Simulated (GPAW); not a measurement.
# Work function of C/Rh(100) at several levels

Wanted: work functions and dipole of C/Rh(100), with the cost of each level.

Calculated with GPAW 26.7.0; GPAW, PAW setups; slab in vacuum, relaxation, in the first sound run; inputs show where later runs differ.

This is a report of a sequence of runs, with most program output left out.

### 1. Set-up

The cell holds 5 atoms: 4 Rh and 1 C. Cell: a = 2.687 Å, b = 2.687 Å, c = 20.769 Å, α = 90.0°, β = 90.0°, γ = 90.0°. Vacuum lies along c.

### 2. Relaxation

Forces are removed first; all later runs use this geometry. The lowest 2 atoms are held at bulk positions and keep their forces.

Contents of run.py:

```python
import json
import numpy as np
from ase import Atoms
from ase.constraints import FixAtoms
from ase.optimize import BFGS
from gpaw import GPAW, PW

slab = Atoms(
    ['Rh', 'Rh', 'Rh', 'Rh', 'C'],
    positions=[
        [1.34350, 1.34350, 7.00000],
        [0.00000, 0.00000, 8.90000],
        [1.34350, 1.34350, 10.80000],
        [0.00000, 0.00000, 12.70000],
        [1.34350, 1.34350, 13.76883]],
    cell=[[2.68701, 0.0, 0.0], [0.0, 2.68701, 0.0], [0.0, 0.0, 20.76883]],
    pbc=[True, True, False])

slab.calc = GPAW(mode=PW(500), xc='PBE', kpts={'size': (12, 12, 1), 'gamma': True},
                 occupations={'name': 'fermi-dirac', 'width': 0.1}, nbands='160%',
                 convergence={'density': 1e-05}, maxiter=200,
                 poissonsolver={'dipolelayer': 'xy'},
                 symmetry={'tolerance': 1e-3, 'extra_ids': [1, 1, 0, 0, 0]}, txt='slab.txt')
result = {}
slab.set_constraint(FixAtoms([0, 1]))
path = []
opt = BFGS(slab, maxstep=0.2)
opt.attach(lambda: path.append((slab.get_potential_energy(), slab.positions.tolist(), slab.get_forces().tolist())))
result['relaxed'] = bool(opt.run(fmax=0.03, steps=40))
result['path'] = path
energy = slab.get_potential_energy()
fermi = slab.calc.get_fermi_level()
v = slab.calc.get_electrostatic_potential().mean((0, 1)) - fermi
n = slab.calc.get_pseudo_density().mean((0, 1))
L = slab.cell[2, 2]
z = np.arange(len(v)) * L / len(v)
low, high = slab.positions[:, 2].min(), slab.positions[:, 2].max()
below, above = np.interp([low - 4.8, high + 4.8], z, v)
slopes = [np.interp(x, z, np.gradient(v, z)) for x in (low - 4.8, high + 4.8)]
eps = np.array([[slab.calc.get_eigenvalues(k, s) for k in range(len(slab.calc.get_ibz_k_points()))]
                for s in range(slab.calc.get_number_of_spins())]) - fermi
top, bottom = eps[eps < 0].max(), eps[eps > 0].min()
dipole = slab.get_dipole_moment()[2]
print(f'energy {energy:.4f} eV, Fermi level {fermi:.4f} eV, dipole {dipole:.5f} e A')
print(f'potential 4.8 A off the faces, from the Fermi level: lower {below:.4f} eV, upper {above:.4f} eV')
print(f'slope of the potential there: lower {slopes[0]:.5f}, upper {slopes[1]:.5f} eV/A')
print(f'nearest levels on the mesh: {top:.4f} and {bottom:.4f} eV')
print('magnetic moment', round(slab.get_magnetic_moment(), 3))
result.update(energy=energy, fermi=fermi, dipole=dipole, below=below, above=above, slopes=slopes, edges=[top, bottom],
              z=z.tolist(), v=v.tolist(), n=n.tolist(), positions=slab.positions.tolist(),
              forces=slab.get_forces(apply_constraint=False).tolist(), moments=slab.get_magnetic_moments().tolist())
json.dump(result, open('result.json', 'w'))
```

Run with:

```bash
$ OMP_NUM_THREADS=1 OPENBLAS_NUM_THREADS=1 python run.py
```

It took 31 min on 1 thread of Arm Neoverse V1, shared host; peak memory 0.28 GiB.

Relaxation path:

```csv
step,energy less that of the first step (eV),largest force (eV/Å)
1,0.0000,3.2337
2,-0.1917,2.5660
3,-0.5286,0.5327
4,-0.5367,0.5265
5,-0.5469,0.3503
6,-0.5505,0.1510
7,-0.5508,0.1217
8,-0.5508,0.1039
9,-0.5510,0.1134
10,-0.5517,0.1357
11,-0.5532,0.1132
12,-0.5543,0.0556
13,-0.5549,0.0091
```

The atoms that moved most (Å):

```csv
atom,dx,dy,dz,length
Rh4,0.000,0.000,0.308,0.308
C5,0.000,0.000,-0.059,0.059
Rh3,0.000,0.000,-0.013,0.013
```

The relaxed structure:

```xyz
5
Lattice="2.6870 0.0000 0.0000 0.0000 2.6870 0.0000 0.0000 0.0000 20.7688" Properties=species:S:1:pos:R:3
Rh    1.3435    1.3435    7.0000
Rh    0.0000    0.0000    8.9000
Rh    1.3435    1.3435   10.7872
Rh    0.0000    0.0000   13.0082
C     1.3435    1.3435   13.7095
```

Numbers from this step:

```yaml
dipole_along_the_normal: -0.02259 e·Å
levels_nearest_the_fermi_level_on_the_mesh: -0.008567, 0.03575 eV from the Fermi level
upper_work_function: 5.512 eV
lower_work_function: 4.945 eV
```

The electrostatic potential energy of an electron (without an applied field's), less the Fermi level, planar mean oscillates, so the rows of the table below give means over windows of 1 Å about each position, cut where the curve ends. Its maxima inside the range that stand out by 2 % of the span (Å: eV): 8.0: -2.86, 9.8: -3.21, 11.9: -0.493. Its minima: 7.0: -21.6, 8.9: -22.1, 10.8: -21.9, 13.1: -25.7.

Table of electrostatic potential energy of an electron (without an applied field's), less the Fermi level, planar mean by z; means over each step:

```csv
z (Å),"electrostatic potential energy of an electron (without an applied field's), less the Fermi level, planar mean (eV)"
0,5.05
1,4.94
2,4.94
3,4.94
4,4.92
5,4.58
6,-0.260
7,-16.9
8,-6.01
9,-17.2
10,-6.98
11,-15.7
12,-3.03
13,-21.5
14,-9.15
15,4.63
16,5.48
17,5.51
18,5.51
19,5.51
20,5.50
```

Table of pseudo valence density, planar mean by z:

```csv
z (Å),"pseudo valence density, planar mean (e/Å³)"
0.00,0
0.58,0
1.15,0
1.73,2.5e-6
2.31,9.5e-6
2.69,2.6e-5
3.27,1.2e-4
3.85,5.2e-4
4.42,0.00232
5.00,0.0105
5.58,0.0489
6.15,0.257
6.73,1.55
7.31,1.41
7.69,0.512
8.27,0.561
8.85,2.24
9.42,0.735
10.00,0.455
10.58,1.80
11.15,1.17
11.73,0.292
12.31,0.449
12.88,2.16
13.27,1.87
13.85,0.697
14.42,0.205
15.00,0.0338
15.58,0.00513
16.15,7.9e-4
16.73,1.2e-4
17.31,1.9e-5
17.88,3.8e-6
18.27,0
18.85,0
19.42,0
20.00,0
20.58,0
```

The relaxation lowered the energy of the cell by 0.555 eV (energies extrapolated to zero smearing; the optimiser's log prints free energies). The largest force left on a free atom is 0.0091 eV/Å.

### 3. Plane waves, PBE

With the geometry fixed, the planar mean of the potential gives the vacuum level on each side.

This step: GPAW, PAW setups; slab in vacuum (GPAW 26.7.0).

run.py, as its differences from that of step 2:

```diff
@@ -3,4 +3,2 @@
 from ase import Atoms
-from ase.constraints import FixAtoms
-from ase.optimize import BFGS
 from gpaw import GPAW, PW
@@ -12,5 +10,5 @@
         [0.00000, 0.00000, 8.90000],
-        [1.34350, 1.34350, 10.80000],
-        [0.00000, 0.00000, 12.70000],
-        [1.34350, 1.34350, 13.76883]],
+        [1.34350, 1.34350, 10.78721],
+        [-0.00000, 0.00000, 13.00824],
+        [1.34350, 1.34350, 13.70954]],
     cell=[[2.68701, 0.0, 0.0], [0.0, 2.68701, 0.0], [0.0, 0.0, 20.76883]],
@@ -22,10 +20,4 @@
                  poissonsolver={'dipolelayer': 'xy'},
-                 symmetry={'tolerance': 1e-3, 'extra_ids': [1, 1, 0, 0, 0]}, txt='slab.txt')
+                 symmetry={'tolerance': 1e-3}, txt='slab.txt')
 result = {}
-slab.set_constraint(FixAtoms([0, 1]))
-path = []
-opt = BFGS(slab, maxstep=0.2)
-opt.attach(lambda: path.append((slab.get_potential_energy(), slab.positions.tolist(), slab.get_forces().tolist())))
-result['relaxed'] = bool(opt.run(fmax=0.03, steps=40))
-result['path'] = path
 energy = slab.get_potential_energy()
```

The job ended after 3.2 min (1 thread; peak memory 0.28 GiB).

Numbers from this step:

| Quantity | Value |
| --- | --- |
| dipole along the normal | -0.02261 e·Å |
| levels nearest the Fermi level on the mesh | -0.008575, 0.03575 eV from the Fermi level |

Electrostatic potential energy of an electron (without an applied field's), less the Fermi level, planar mean against z:

z (Å), electrostatic potential energy of an electron (without an applied field's), less the Fermi level, planar mean (eV) and a bar from the least value:
```
      0.0        5.2 ##############################
      0.5        4.9 #############################
      1.0        4.9 #############################
      1.5        4.9 #############################
      2.0        4.9 #############################
      2.5        4.9 #############################
      3.0        4.9 #############################
      3.5        4.9 #############################
      4.0        4.9 #############################
      4.5        4.9 #############################
      5.0        4.7 #############################
      5.5        3.9 ############################
      6.0        1.0 ##########################
      6.5       -9.4 ###############
      7.0      -21.6 ####
      7.5       -9.9 ###############
      8.0       -3.0 ######################
      8.5      -13.5 ###########
      9.0      -21.4 ####
      9.5       -7.6 #################
     10.0       -4.0 #####################
     10.5      -16.8 ########
     11.0      -18.8 ######
     11.5       -4.3 ####################
     12.0       -0.8 ########################
     12.5      -10.7 ##############
     13.0      -25.2 
     13.5      -21.7 ###
     14.0       -8.2 #################
     14.5        2.6 ###########################
     15.0        4.9 #############################
     15.5        5.4 ##############################
     16.0        5.5 ##############################
     16.5        5.5 ##############################
     17.0        5.5 ##############################
     17.5        5.5 ##############################
     18.0        5.5 ##############################
     18.5        5.5 ##############################
     19.0        5.5 ##############################
     19.5        5.5 ##############################
     20.0        5.5 ##############################
     20.5        5.4 ##############################
```

The pseudo valence density, planar mean oscillates, so the rows of the table below give means over windows of 1.92 Å about each position, cut where the curve ends. Its maxima inside the range that stand out by 2 % of the span (Å: e/Å³): 6.9: 2.19, 8.8: 2.24, 10.8: 2.27, 13.1: 2.36. Its minima: 7.9: 0.425, 9.8: 0.424, 11.9: 0.269.

The pseudo valence density, planar mean by z; means over each step:

z (Å), pseudo valence density, planar mean (e/Å³) and a bar:
```
     2.88       0.00 
     4.80       0.02 
     6.72       1.00 ############################
     8.64       1.09 ##############################
    10.56       1.08 ##############################
    12.48       1.06 #############################
    14.40       0.37 ##########
    16.32       0.00 
    18.24       0.00
```

Force by atom:

```csv
atom,x (eV/Å),y (eV/Å),z (eV/Å),size
Rh1,0.000,0.000,0.232,0.232
Rh2,0.000,0.000,-0.224,0.224
Rh3,0.000,0.000,-0.007,0.007
Rh4,0.000,0.000,0.008,0.008
C5,0.000,0.000,-0.009,0.009
```

The potential is flat to 4.8e-4 eV/Å where it is read, so the vacuum is wide enough.

### 4. Self-consistent run: xc = "RPBE"

The same geometry under RPBE, to see how far the functional moves the levels against the vacuum.

run.py, as its differences from that of step 3:

```diff
@@ -16,3 +16,3 @@
 
-slab.calc = GPAW(mode=PW(500), xc='PBE', kpts={'size': (12, 12, 1), 'gamma': True},
+slab.calc = GPAW(mode=PW(500), xc='RPBE', kpts={'size': (12, 12, 1), 'gamma': True},
                  occupations={'name': 'fermi-dirac', 'width': 0.1}, nbands='160%',
```

The job ended after 3.1 min (1 thread; peak memory 0.28 GiB).

Numbers from this step:

```yaml
dipole_along_the_normal: -0.02485 e·Å
levels_nearest_the_fermi_level_on_the_mesh: -0.01077, 0.03808 eV from the Fermi level
upper_work_function: 5.390 eV
lower_work_function: 4.767 eV
```

The electrostatic potential energy of an electron (without an applied field's), less the Fermi level, planar mean oscillates, so the rows of the table below give means over windows of 1 Å about each position, cut where the curve ends. Its maxima inside the range that stand out by 2 % of the span (Å: eV): 8.0: -2.96, 9.8: -3.31, 11.9: -0.592. Its minima: 7.0: -21.7, 8.9: -22.1, 10.8: -21.9, 13.1: -25.7.

Table of electrostatic potential energy of an electron (without an applied field's), less the Fermi level, planar mean by z; means over each step:

z (Å), electrostatic potential energy of an electron (without an applied field's), less the Fermi level, planar mean (eV) and a bar from the least value:
```
        0        4.9 #############################
        1        4.8 #############################
        2        4.8 #############################
        3        4.8 #############################
        4        4.7 #############################
        5        4.4 #############################
        6       -0.4 ########################
        7      -16.9 #####
        8       -6.1 #################
        9      -17.2 #####
       10       -7.1 ################
       11      -15.8 ######
       12       -3.1 #####################
       13      -21.6 
       14       -9.2 ##############
       15        4.5 #############################
       16        5.4 ##############################
       17        5.4 ##############################
       18        5.4 ##############################
       19        5.4 ##############################
       20        5.4 ##############################
```

The pseudo valence density, planar mean oscillates, so the rows of the table below give means over windows of 1.92 Å about each position, cut where the curve ends. Its maxima inside the range that stand out by 2 % of the span (Å: e/Å³): 6.9: 2.20, 8.8: 2.24, 10.8: 2.27, 13.1: 2.36. Its minima: 7.9: 0.423, 9.8: 0.423, 11.9: 0.268.

The pseudo valence density, planar mean by z; means over each step:

```csv
z (Å),"pseudo valence density, planar mean (e/Å³)"
2.88,1.1e-4
4.80,0.0158
6.72,1.00
8.64,1.09
10.56,1.08
12.48,1.06
14.40,0.371
16.32,0.00176
18.24,4.0e-6
```

Force by atom:

```csv
atom,x (eV/Å),y (eV/Å),z (eV/Å),size
Rh1,0.000,0.000,-0.019,0.019
Rh2,0.000,0.000,-0.217,0.217
Rh3,0.000,0.000,0.072,0.072
Rh4,0.000,0.000,-0.077,0.077
C5,0.000,0.000,0.240,0.240
```

The upper face's work function is 5.390 eV, against 5.512 eV in the first plane-wave PBE run at this geometry.

### 5. Self-consistent run: xc = "revPBE"

The same geometry under revPBE, to see how far the functional moves the levels against the vacuum.

run.py, as its differences from that of step 4:

```diff
@@ -16,3 +16,3 @@
 
-slab.calc = GPAW(mode=PW(500), xc='RPBE', kpts={'size': (12, 12, 1), 'gamma': True},
+slab.calc = GPAW(mode=PW(500), xc='revPBE', kpts={'size': (12, 12, 1), 'gamma': True},
                  occupations={'name': 'fermi-dirac', 'width': 0.1}, nbands='160%',
```

The job ended after 3.5 min (1 thread; peak memory 0.28 GiB).

Numbers from this step:

```
dipole along the normal                    : -0.02429 e·Å
levels nearest the Fermi level on the mesh : -0.01054, 0.03744 eV from the Fermi level
upper work function                        : 5.399 eV
lower work function                        : 4.789 eV
```

Electrostatic potential energy of an electron (without an applied field's), less the Fermi level, planar mean against z:

```csv
z (Å),"electrostatic potential energy of an electron (without an applied field's), less the Fermi level, planar mean (eV)"
0.0,5.09
0.5,4.79
1.0,4.79
1.5,4.79
2.0,4.79
2.5,4.79
3.0,4.79
3.5,4.78
4.0,4.77
4.5,4.71
5.0,4.51
5.5,3.78
6.0,0.918
6.5,-9.46
7.0,-21.6
7.5,-9.91
8.0,-3.06
8.5,-13.5
9.0,-21.4
9.5,-7.68
10.0,-4.08
10.5,-16.9
11.0,-18.8
11.5,-4.33
12.0,-0.894
12.5,-10.7
13.0,-25.3
13.5,-21.7
14.0,-8.29
14.5,2.49
15.0,4.84
15.5,5.29
16.0,5.38
16.5,5.39
17.0,5.40
17.5,5.40
18.0,5.40
18.5,5.40
19.0,5.40
19.5,5.40
20.0,5.40
20.5,5.31
```

The upper face's work function is 5.399 eV, against 5.512 eV in the first plane-wave PBE run at this geometry.

### 6. OptPBE vdW: xc = "optPBE-vdW"

The same geometry under optPBE-vdW, to see how far the functional moves the levels against the vacuum (the van der Waals functionals take revPBE setups).

run.py, as its differences from that of step 5:

```diff
@@ -16,3 +16,3 @@
 
-slab.calc = GPAW(mode=PW(500), xc='revPBE', kpts={'size': (12, 12, 1), 'gamma': True},
+slab.calc = GPAW(mode=PW(500), xc='optPBE-vdW', kpts={'size': (12, 12, 1), 'gamma': True},
                  occupations={'name': 'fermi-dirac', 'width': 0.1}, nbands='160%',
```

Elapsed: 3.3 min, on 1 thread; peak memory 0.39 GiB.

Numbers from this step:

| Property | Result |
| --- | --- |
| dipole along the normal | -0.02370 e·Å |
| levels nearest the Fermi level on the mesh | -0.005605, 0.04040 eV from the Fermi level |
| upper work function | 5.717 eV |
| lower work function | 5.122 eV |

The upper face's work function is 5.717 eV, against 5.512 eV in the first plane-wave PBE run at this geometry.

### 7. Self-consistent run: xc = "LDA"

The same geometry under LDA, to see how far the functional moves the levels against the vacuum.

run.py, as its differences from that of step 6:

```diff
@@ -16,3 +16,3 @@
 
-slab.calc = GPAW(mode=PW(500), xc='optPBE-vdW', kpts={'size': (12, 12, 1), 'gamma': True},
+slab.calc = GPAW(mode=PW(500), xc='LDA', kpts={'size': (12, 12, 1), 'gamma': True},
                  occupations={'name': 'fermi-dirac', 'width': 0.1}, nbands='160%',
```

Wall time 4 min (1 thread); peak memory 0.28 GiB.

This step gave:

```yaml
dipole_along_the_normal: -0.01901 e·Å
levels_nearest_the_fermi_level_on_the_mesh: -0.005045, 0.009223 eV from the Fermi level
upper_work_function: 5.805 eV
lower_work_function: 5.328 eV
```

The electrostatic potential energy of an electron (without an applied field's), less the Fermi level, planar mean oscillates, so the rows of the table below give means over windows of 1 Å about each position, cut where the curve ends. Its maxima inside the range that stand out by 2 % of the span (Å: eV): 8.0: -2.50, 9.8: -2.84, 11.9: -0.142. Its minima: 7.0: -21.4, 8.9: -21.9, 10.8: -21.7, 13.1: -25.5.

The electrostatic potential energy of an electron (without an applied field's), less the Fermi level, planar mean by z; means over each step:

```csv
z (Å),"electrostatic potential energy of an electron (without an applied field's), less the Fermi level, planar mean (eV)"
0,5.42
1,5.33
2,5.33
3,5.33
4,5.30
5,4.96
6,0.0876
7,-16.6
8,-5.66
9,-16.9
10,-6.65
11,-15.5
12,-2.70
13,-21.3
14,-8.92
15,4.91
16,5.77
17,5.80
18,5.81
19,5.81
20,5.80
```

The upper face's work function is 5.805 eV, against 5.512 eV in the first plane-wave PBE run at this geometry.

[end of part 1 of 2]

[Logs are printed without paths, hosts, clocks, repeated set-up lines and the standing remarks that a program may print on its own settings, such as how far it seeks lower states.]

[Hosts, paths, dates, database ids (printed as entryN), source tags and the programs' standing remarks are cut or masked in the printed files.]
